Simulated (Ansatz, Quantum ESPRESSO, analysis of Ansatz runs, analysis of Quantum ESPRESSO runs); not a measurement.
# Reproducing a measured charge-transition level: substitutional N in diamond (Quantum ESPRESSO)

Aim: the charge-transition level of substitutional N in diamond, to be set beside the measurement. Set-up: PBE, GBRV 1.5 PBE, 64-site cell, PBE lattice, k: the zone centre alone then 2x2x2 shifted, started with the impurity moved along one bond, start relaxed with Ansatz. The model is a cell of 64 host atoms with 1 C taken out and 1 N put in. The level is the Fermi energy at which two charge states have equal formation energy, after a correction for the images of the charge. A local or semilocal functional is the cheapest first rung.

Measured beforehand: (+1/0) level below the conduction-band bottom: 1.7 eV (quoted in “Hunting the elusive shallow n-type donor – An ab initio study of Li and N co-doped diamond”, 2021, S. Conejeros et al., quoting earlier work (1969)). The calculation is set beside it at the end.

Program: Quantum ESPRESSO 7.5. Level of theory: Quantum ESPRESSO plane-wave DFT, PBE, GBRV 1.5 PBE potentials; relaxation of all atoms of a defect supercell. Results are calculated unless marked as measured.

## (1) The structure

The cell holds 64 atoms: 63 C and 1 N. Its edges and angles: a = 7.142 Å, b = 7.142 Å, c = 7.142 Å, α = 90.0°, β = 90.0°, γ = 90.0°. It derives from C (space group Fd-3m). Nearest the centre at fractional (0.375, 0.375, 0.375): N8 at 0.00 Å, C4 at 1.56 Å, C42 at 1.56 Å, C27 at 1.56 Å, C49 at 1.56 Å, C5 at 2.52 Å, C15 at 2.52 Å, C7 at 2.52 Å. The cell carries charge +1.

The host's primitive cell comes from a first run (Quantum ESPRESSO plane-wave DFT, PBE, GBRV 1.5 PBE potentials; relaxation of cell and atoms of a defect-free cell): vectors of 2.525, 2.525 and 2.525 Å. That is 5.69 Å³ an atom, 0.4 % over the diffraction cell's volume. The supercell is built on it.

This program's steps are dear, so the start below was first relaxed with Ansatz (plane-wave PAW DFT, PBE; 7.1 s).

## (2) Relaxation, charge +1

Every later number rests on the structure around the defect, so the atoms are relaxed at the host's lattice first.

pw.in

```
&CONTROL
  calculation = 'relax'
  prefix = 'pwscf'
  outdir = './tmp'
  pseudo_dir = './pseudo'
  tprnfor = .true.
  disk_io = 'low'
  nstep = 70
  forc_conv_thr = 0.00078
  etot_conv_thr = 0.0001
/
&SYSTEM
  ibrav = 0
  nat = 64
  ntyp = 2
  ecutwfc = 45
  ecutrho = 360
  nbnd = 132
  occupations = 'smearing'
  smearing = 'fd'
  degauss = 0.00073499
  tot_charge = 1
  nosym = .true.
/
&ELECTRONS
  conv_thr = 6d-08
  electron_maxstep = 100
  mixing_beta = 0.5
/
&IONS
  ion_dynamics = 'bfgs'
/
ATOMIC_SPECIES
C     12.0110 c_pbe_v1.2.uspp.F.UPF
N     14.0070 n_pbe_v1.2.uspp.F.UPF
CELL_PARAMETERS angstrom
   7.1418068620    0.0000000000    0.0000000000
   0.0000000000    7.1418068620    0.0000000000
   0.0000000000    0.0000000000    7.1418068620
ATOMIC_POSITIONS crystal
C      0.0002341428    0.0007115834    0.2495841943
C      0.0002335534    0.2502071418    0.0000893338
C      0.2497279493    0.0007111529    0.0000888718
C      0.2490229493    0.2495006464    0.2488778872
C      0.1253236762    0.1258020940    0.3759643685
C      0.1253236891    0.3765865944    0.1251793640
C      0.3761080826    0.1258013424    0.1251785521
N      0.3751259866    0.3756055696    0.3749797783
C      0.0000416147    0.0005194210    0.7500698825
C     -0.0001456744    0.2505976628    0.4999915670
C      0.2501184707    0.0003322989    0.4999919164
C      0.2501213723    0.2505987973    0.7502574547
C      0.1250295436    0.1255077298    0.8750064089
C      0.1253278006    0.3746235279    0.6247858995
C      0.3741452334    0.1258057293    0.6247852783
C      0.3751294439    0.3756079510    0.8749828063
C     -0.0001449923    0.5006137631    0.2499749870
C      0.0000433873    0.7506907644   -0.0001017176
C      0.2501194691    0.5006140018   -0.0002903403
C      0.2501218077    0.7508800168    0.2499768149
C      0.1253278980    0.6254075352    0.3740023264
C      0.1250307039    0.8756278712    0.1248852428
C      0.3741467989    0.6254089883    0.1251819503
C      0.3751293263    0.8756077831    0.3749853817
C      0.0002371862    0.5010039726    0.7498757942
C      0.0002366600    0.7504980651    0.5003819015
C      0.2490269820    0.5017074583    0.5010852608
C      0.2497317855    0.7504976000    0.7498758533
C      0.1250316587    0.6257021369    0.8749585452
C      0.1250307112    0.8755802745    0.6250805839
C      0.3761124574    0.6254078158    0.6247853516
C      0.3751275399    0.8756060982    0.8749828907
C      0.5001359429    0.0003330421    0.2499743084
C      0.5001358042    0.2505978772   -0.0002910965
C      0.7502132454    0.0005208227   -0.0001019691
C      0.7504018799    0.2505992629    0.2499762708
C      0.6249289928    0.1258060051    0.3740023207
C      0.6249313503    0.3746248542    0.1251814513
C      0.8751501739    0.1255081516    0.1248851550
C      0.8751284627    0.3756078439    0.3749850790
C      0.5005255029    0.0007151307    0.7498758561
C      0.5012289080    0.2495057148    0.5010844479
C      0.7500200514    0.0007147014    0.5003820681
C      0.7500199580    0.2502099583    0.7498758173
C      0.6252244004    0.1255094788    0.8749588146
C      0.6249298496    0.3765909143    0.6247859205
C      0.8751027921    0.1255083829    0.6250804036
C      0.8751277267    0.3756070897    0.8749827769
C      0.5012312820    0.5017097010    0.2488801684
C      0.5005263947    0.7504995399    0.0000910153
C      0.7500217781    0.5010048922    0.0000909234
C      0.7500212244    0.7504989726    0.2495868278
C      0.6249309726    0.6254087723    0.3759673067
C      0.6252251691    0.8755826041    0.1248856953
C      0.8751046691    0.6257026952    0.1248857331
C      0.8751279090    0.8756061499    0.3749838353
C      0.5001373894    0.5006154764    0.7502581316
C      0.5001376015    0.7508816507    0.4999924011
C      0.7504036048    0.5006158686    0.4999931398
C      0.7502162192    0.7506946324    0.7500720115
C      0.6252268261    0.6257046365    0.8750093042
C      0.6252264460    0.8756329811    0.6250819843
C      0.8751546086    0.6257045488    0.6250819085
C      0.8751296743    0.8756073306    0.8749867289
K_POINTS gamma
```

On the command line:

```console
$ OMP_NUM_THREADS=1 mpirun -n 4 pw.x -in pw.in > pw.out
```

The log of the run:

```text
This program is part of the open-source Quantum ESPRESSO suite
     for quantum simulation of materials; please cite
         "P. Giannozzi et al., J. Phys.:Condens. Matter 21 395502 (2009);
         "P. Giannozzi et al., J. Phys.:Condens. Matter 29 465901 (2017);
         "P. Giannozzi et al., J. Chem. Phys. 152 154105 (2020);
          URL
     in publications or presentations arising from this work. More details at

     gamma-point specific algorithms are used

     Subspace diagonalization in iterative solution of the eigenvalue problem:
     a serial algorithm will be used

     --------------------
     sticks:   dense  smooth     PW     G-vecs:    dense   smooth      PW
     Min        1301     649    164                70809    25090    3132
     Max        1304     652    165                70812    25098    3137
     Sum        5209    2601    657               283241   100377   12533

     Using Slab Decomposition

     bravais-lattice index     =            0
     lattice parameter (alat)  =      13.4961  a.u.
     unit-cell volume          =    2458.2209 (a.u.)^3
     number of atoms/cell      =           64
     number of atomic types    =            2
     number of electrons       =       256.00
     number of Kohn-Sham states=          132
     kinetic-energy cutoff     =      45.0000  Ry
     charge density cutoff     =     360.0000  Ry
     scf convergence threshold =      6.0E-08
     mixing beta               =       0.5000
     number of iterations used =            8  plain     mixing
     energy convergence thresh.=      1.0E-04
     force convergence thresh. =      7.8E-04
     Exchange-correlation= SLA  PW   PBE  PBE
                           (   1   4   3   4   0   0   0)
     nstep                     =           70

     celldm(1)=  13.496059  celldm(2)=   0.000000  celldm(3)=   0.000000
     celldm(4)=   0.000000  celldm(5)=   0.000000  celldm(6)=   0.000000

     crystal axes: (cart. coord. in units of alat)
               a(1) = (   1.000000   0.000000   0.000000 )
               a(2) = (   0.000000   1.000000   0.000000 )
               a(3) = (   0.000000   0.000000   1.000000 )

     reciprocal axes: (cart. coord. in units 2 pi/alat)
               b(1) = (  1.000000  0.000000  0.000000 )
               b(2) = (  0.000000  1.000000  0.000000 )
               b(3) = (  0.000000  0.000000  1.000000 )

     PseudoPot. # 1 for C  read from file:
     c_pbe_v1.2.uspp.F.UPF
     Pseudo is Ultrasoft + core correction, Zval =  4.0
     Generated by new atomic code, or converted to UPF format
     Using radial grid of  721 points,  4 beta functions with:
                l(1) =   0
                l(2) =   0
                l(3) =   1
                l(4) =   1
     Q(r) pseudized with  8 coefficients,  rinner =    1.100   1.100   1.100

     PseudoPot. # 2 for N  read from file:
     n_pbe_v1.2.uspp.F.UPF
     Pseudo is Ultrasoft + core correction, Zval =  5.0
     Generated by new atomic code, or converted to UPF format
     Using radial grid of  729 points,  4 beta functions with:
                l(1) =   0
                l(2) =   0
                l(3) =   1
                l(4) =   1
     Q(r) pseudized with  8 coefficients,  rinner =    0.900   0.900   0.900

     atomic species   valence    mass     pseudopotential
     C                 4.00    12.01100     C ( 1.00)
     N                 5.00    14.00700     N ( 1.00)

     No symmetry found

   Cartesian axes

     site n.     atom                  positions (alat units)
         1        C      tau(   1) = (   0.0002341   0.0007116   0.2495842  )
         2        C      tau(   2) = (   0.0002336   0.2502071   0.0000893  )
         3        C      tau(   3) = (   0.2497279   0.0007112   0.0000889  )
         4        C      tau(   4) = (   0.2490229   0.2495006   0.2488779  )
         5        C      tau(   5) = (   0.1253237   0.1258021   0.3759644  )
         6        C      tau(   6) = (   0.1253237   0.3765866   0.1251794  )
         7        C      tau(   7) = (   0.3761081   0.1258013   0.1251786  )
         8        N      tau(   8) = (   0.3751260   0.3756056   0.3749798  )
         9        C      tau(   9) = (   0.0000416   0.0005194   0.7500699  )
        10        C      tau(  10) = (  -0.0001457   0.2505977   0.4999916  )
        11        C      tau(  11) = (   0.2501185   0.0003323   0.4999919  )
        12        C      tau(  12) = (   0.2501214   0.2505988   0.7502575  )
        13        C      tau(  13) = (   0.1250295   0.1255077   0.8750064  )
        14        C      tau(  14) = (   0.1253278   0.3746235   0.6247859  )
        15        C      tau(  15) = (   0.3741452   0.1258057   0.6247853  )
        16        C      tau(  16) = (   0.3751294   0.3756080   0.8749828  )
        17        C      tau(  17) = (  -0.0001450   0.5006138   0.2499750  )
[...]
57        C      tau(  57) = (   0.5001374   0.5006155   0.7502581  )
        58        C      tau(  58) = (   0.5001376   0.7508817   0.4999924  )
        59        C      tau(  59) = (   0.7504036   0.5006159   0.4999931  )
        60        C      tau(  60) = (   0.7502162   0.7506946   0.7500720  )
        61        C      tau(  61) = (   0.6252268   0.6257046   0.8750093  )
        62        C      tau(  62) = (   0.6252264   0.8756330   0.6250820  )
        63        C      tau(  63) = (   0.8751546   0.6257045   0.6250819  )
        64        C      tau(  64) = (   0.8751297   0.8756073   0.8749867  )

     number of k points=     1  Fermi-Dirac smearing, width (Ry)=  0.0007
                       cart. coord. in units 2pi/alat
        k(    1) = (   0.0000000   0.0000000   0.0000000), wk =   2.0000000

     Dense  grid:   141621 G-vectors     FFT dimensions: (  81,  81,  81)

     Smooth grid:    50189 G-vectors     FFT dimensions: (  60,  60,  60)

     Initial potential from superposition of free atoms

     starting charge     256.9974, renormalised to     256.0000
     Starting wfcs are  256 randomized atomic wfcs

     Self-consistent Calculation

     iteration #  1     ecut=    45.00 Ry     beta= 0.50
     Davidson diagonalization with overlap
     ethr =  1.00E-02,  avg # of iterations =  2.0

     total energy              =    -743.89590197 Ry
     estimated scf accuracy    <       4.00654596 Ry

     iteration #  2     ecut=    45.00 Ry     beta= 0.50
     Davidson diagonalization with overlap
     ethr =  1.57E-03,  avg # of iterations =  3.0

     total energy              =    -743.86785059 Ry
     estimated scf accuracy    <       0.65555347 Ry

     iteration #  3     ecut=    45.00 Ry     beta= 0.50
     Davidson diagonalization with overlap
     ethr =  2.56E-04,  avg # of iterations =  4.0

     total energy              =    -743.92235824 Ry
     estimated scf accuracy    <       0.08646484 Ry

     iteration #  4     ecut=    45.00 Ry     beta= 0.50
     Davidson diagonalization with overlap
     ethr =  3.38E-05,  avg # of iterations =  6.0

     total energy              =    -743.93610266 Ry
     estimated scf accuracy    <       0.00240232 Ry

     iteration #  5     ecut=    45.00 Ry     beta= 0.50
     Davidson diagonalization with overlap
     ethr =  9.38E-07,  avg # of iterations = 11.0

     total energy              =    -743.93679092 Ry
     estimated scf accuracy    <       0.00107123 Ry

     iteration #  6     ecut=    45.00 Ry     beta= 0.50
     Davidson diagonalization with overlap
     ethr =  4.18E-07,  avg # of iterations =  3.0

     total energy              =    -743.93699642 Ry
     estimated scf accuracy    <       0.00004123 Ry

     iteration #  7     ecut=    45.00 Ry     beta= 0.50
     Davidson diagonalization with overlap
     ethr =  1.61E-08,  avg # of iterations =  3.0

     total energy              =    -743.93700431 Ry
     estimated scf accuracy    <       0.00001324 Ry

     iteration #  8     ecut=    45.00 Ry     beta= 0.50
     Davidson diagonalization with overlap
     ethr =  5.17E-09,  avg # of iterations =  2.0

     total energy              =    -743.93700728 Ry
     estimated scf accuracy    <       0.00000037 Ry

     iteration #  9     ecut=    45.00 Ry     beta= 0.50
     Davidson diagonalization with overlap
     ethr =  1.44E-10,  avg # of iterations =  3.0

     total energy              =    -743.93700748 Ry
     estimated scf accuracy    <       0.00000006 Ry

     iteration # 10     ecut=    45.00 Ry     beta= 0.50
     Davidson diagonalization with overlap
     ethr =  2.42E-11,  avg # of iterations =  3.0

     End of self-consistent calculation

          k = 0.0000 0.0000 0.0000 (  6267 PWs)   bands (ev):

    -8.6842  -7.2037  -5.8368  -5.8368  -5.8368  -5.7243  -5.7243  -4.6893
    -3.7628  -3.7628  -3.7628  -3.6219  -3.6219  -3.6219  -3.5644  -3.5644
    -3.5644  -3.5293  -3.5293  -2.4626  -2.3197  -2.3197  -2.3196  -0.5447
    -0.0846  -0.0846  -0.0846   0.1927   0.4976   0.4976   0.4976   0.5933
     0.5933   1.1064   1.2834   1.2834   1.2834   1.3849   1.3849   1.3849
     1.4601   1.4601   1.4619   1.4619   1.4619   4.0620   4.0620   4.0620
     4.2084   4.6469   4.6469   4.6469   4.6561   4.6561   4.6561   4.7070
     4.7070   4.8461   4.8461   4.8462   4.9937   4.9937   5.0727   5.0727
     5.0728   5.0881   5.0881   5.0881   5.1140   5.6539   5.6570   5.6570
     5.6570   5.7509   5.7509   5.7509   5.7635   5.7635   5.7954   5.7954
     5.7954   6.9628   6.9628   6.9628   7.0535   7.0535   7.0535   8.5031
     8.5031   8.5031   8.6485   8.8146   8.8146   9.0690   9.0690   9.0691
     9.1818   9.1818   9.1818   9.2300   9.2300   9.2300   9.2866   9.2866
     9.2866  10.0196  10.0196  10.0197  10.2488  10.2488  10.2488  10.2898
    10.2898  10.3687  10.4067  10.4067  10.4067  10.5704  10.5704  10.5993
    10.5993  10.5993  10.6200  10.6200  10.6200  13.2793  13.2793  13.2793
    16.7875  17.5042  17.5043  17.5043

     the Fermi energy is    14.3057 ev

!    total energy              =    -743.93700750 Ry
     estimated scf accuracy    <       0.00000002 Ry
     smearing contrib. (-TS)   =       0.00000000 Ry
     internal energy E=F+TS    =    -743.93700750 Ry

     The total energy is F=E-TS. E is the sum of the following terms:
     one-electron contribution =     252.44336857 Ry
     hartree contribution      =      64.29583499 Ry
     xc contribution           =    -236.56225548 Ry
     ewald contribution        =    -824.11395557 Ry

     convergence has been achieved in  10 iterations

     Forces acting on atoms (cartesian axes, Ry/au):

     atom    1 type  1   force =     0.00000061    0.00000838    0.00012351
     atom    2 type  1   force =     0.00000259    0.00012397    0.00000301
     atom    3 type  1   force =     0.00013143    0.00000939    0.00000775
     atom    4 type  1   force =     0.00032062    0.00032639    0.00032203
     atom    5 type  1   force =    -0.00012051   -0.00012165   -0.00011914
     atom    6 type  1   force =    -0.00011655   -0.00011739   -0.00012147
     atom    7 type  1   force =    -0.00011032   -0.00011112   -0.00011847
     atom    8 type  2   force =     0.00001381   -0.00000118    0.00001568
     atom    9 type  1   force =     0.00001384    0.00001580   -0.00001668
     atom   10 type  1   force =    -0.00002457   -0.00003041    0.00002886
     atom   11 type  1   force =    -0.00002059   -0.00001858    0.00002595
     atom   12 type  1   force =    -0.00004309   -0.00003514    0.00002656
     atom   13 type  1   force =     0.00001128    0.00001326   -0.00000553
     atom   14 type  1   force =    -0.00014007    0.00011447    0.00012192
     atom   15 type  1   force =     0.00011700   -0.00013655    0.00012702
     atom   16 type  1   force =    -0.00001128   -0.00001731    0.00001510
[...]
atom   57 type  1   force =     0.00003234    0.00003244    0.00002118
     atom   58 type  1   force =     0.00003005    0.00001821    0.00003261
     atom   59 type  1   force =     0.00001350    0.00002759    0.00002533
     atom   60 type  1   force =    -0.00001651   -0.00002123   -0.00002044
     atom   61 type  1   force =    -0.00000609    0.00000016   -0.00002019
     atom   62 type  1   force =    -0.00000505   -0.00002565   -0.00000161
     atom   63 type  1   force =    -0.00002117   -0.00000293   -0.00000133
     atom   64 type  1   force =    -0.00000764   -0.00000583   -0.00001689

     Total force =     0.001410     Total SCF correction =     0.000406
     SCF correction compared to forces is large: reduce conv_thr to get better values

     BFGS Geometry Optimization
     Energy error            =      2.0E-06 Ry
     Gradient error          =      3.3E-04 Ry/Bohr

     bfgs converged in   1 scf cycles and   0 bfgs steps
     (criteria: energy <  1.0E-04 Ry, force <  7.8E-04 Ry/Bohr)

     End of BFGS Geometry Optimization

     Final energy             =    -743.9370074962 Ry
Begin final coordinates

ATOMIC_POSITIONS (crystal)
C                0.0002341428        0.0007115834        0.2495841943
C                0.0002335534        0.2502071418        0.0000893338
C                0.2497279493        0.0007111529        0.0000888718
C                0.2490229493        0.2495006464        0.2488778872
C                0.1253236762        0.1258020940        0.3759643685
C                0.1253236891        0.3765865944        0.1251793640
C                0.3761080826        0.1258013424        0.1251785521
N                0.3751259866        0.3756055696        0.3749797783
C                0.0000416147        0.0005194210        0.7500698825
C               -0.0001456744        0.2505976628        0.4999915670
C                0.2501184707        0.0003322989        0.4999919164
C                0.2501213723        0.2505987973        0.7502574547
C                0.1250295436        0.1255077298        0.8750064089
C                0.1253278006        0.3746235279        0.6247858995
C                0.3741452334        0.1258057293        0.6247852783
C                0.3751294439        0.3756079510        0.8749828063
[...]
C                0.5001373894        0.5006154764        0.7502581316
C                0.5001376015        0.7508816507        0.4999924011
C                0.7504036048        0.5006158686        0.4999931398
C                0.7502162192        0.7506946324        0.7500720115
C                0.6252268261        0.6257046365        0.8750093042
C                0.6252264460        0.8756329811        0.6250819843
C                0.8751546086        0.6257045488        0.6250819085
C                0.8751296743        0.8756073306        0.8749867289
End final coordinates

=------------------------------------------------------------------------------=
   JOB DONE.
=------------------------------------------------------------------------------=
```

Wall time 8.4 s (4 MPI ranks of Arm Neoverse V2, shared host); peak memory 0.49 GiB; 33 s of CPU time.

No atom moved by 0.005 Å in the relaxation.

Neighbours of N8 at the end:

```csv
atom,distance (Å)
C27,1.560
C42,1.560
C49,1.560
C4,1.560
C21,2.523
C23,2.523
C37,2.523
C6,2.523
C38,2.523
C14,2.523
C15,2.523
C7,2.523
C5,2.523
C31,2.523
C53,2.523
C46,2.523
```

(Part 1 of 4 ends here.)

[Logs are printed without paths, hosts, clocks, repeated set-up lines and the standing remarks that a program may print on its own settings, such as how far it seeks lower states.]

[Hosts, paths, dates, database ids (printed as entryN), source tags and the programs' standing remarks are cut or masked in the printed files.]

[For some hosts the program warned that the k-mesh of the response run may be too coarse for force constants and the static dielectric constant; such warnings are not shown here.]
